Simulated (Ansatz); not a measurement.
# Tunnelling decay and corrugation (reconstruction): V(110)-(2x1) missing row; Ir(110)-(2x1)-O added row; and others

A simple barrier model says that the current falls as exp(−2κz) with κ = 0.512 √φ (Å⁻¹, φ in eV). How well does that hold over real surfaces, and how fast does atomic contrast fade as the tip draws back?

How it was computed: Ansatz 0.2.0, plane waves with PAW datasets (its set soft_2), functional as listed; relaxed slabs, Tersoff-Hamann images of the filled states within the window listed under the Fermi level. κ is fitted to the planar mean between 3 and 5 Å over the top atom; the model's barrier is the work function plus half the window. A setpoint is the mean density at the height named.

Results:

| surface | functional | work function (eV) | window (eV) | κ, model (Å⁻¹) | κ, fitted (Å⁻¹) | near setpoint (Å): corrugation (Å) | far setpoint (Å): corrugation (Å) |
| --- | --- | --- | --- | --- | --- | --- | --- |
| V(110)-(2x1) missing row | PBE-D3(BJ) | 3.66 | 0.50 | 1.01 | 0.98 | 3: 0.827 | 5: 0.263 |
| Al(110)-(1x2) missing row | PBEsol | 4.05 | 0.40 | 1.06 | 1.18 | 3: 1.927 | 5: 1.706 |
| Au(100)-(3x1) missing row | PBE | 4.99 | 0.30 | 1.16 | 1.23 | 3: 1.522 | 4.5: 0.889 |
| Au(110)-(1x3) missing row | PBE-D3(BJ) | 5.06 | 0.50 | 1.18 | 1.27 | 3: 1.350 | 5: 0.888 |
| Rh(110)-(1x3) missing row | LDA | 5.11 | 0.30 | 1.18 | 1.28 | 3: 1.349 | 4.5: 1.001 |
| Ir(110)-(2x1)-O added row | r2SCAN | 5.43 | 0.20 | 1.20 | 1.42 | 3: 1.260 | 5: 0.776 |

**Reading.** The fitted κ is 0.97 to 1.18 times the model's, and larger in 5 of 6. Momentum along the surface adds to κ² and raises it, while a barrier that has not reached its full height this near the surface lowers it. Worked for V(110)-(2x1) missing row: 0.512 × √(3.66 + 0.25) = 1.01 Å⁻¹; with the fitted 0.98 Å⁻¹ the current falls by exp(2 × 0.98) = 7.1 per Å. Where it is still over 0.005 Å at the far setpoint (6 rows), the corrugation falls by a factor of 1.1 to 1.8 per Å.

Caveats: The model has an s-wave tip and no forces between tip and sample. Semilocal potentials reach the vacuum level too fast, without an image tail. The surfaces are built from prototypes and need not be the stable ones; functionals, windows and heights differ between rows (the narrowest window from 0.2 eV on is taken, and runs with charge in the vacuum are left out). The table is a selection: not every member that was run is listed.
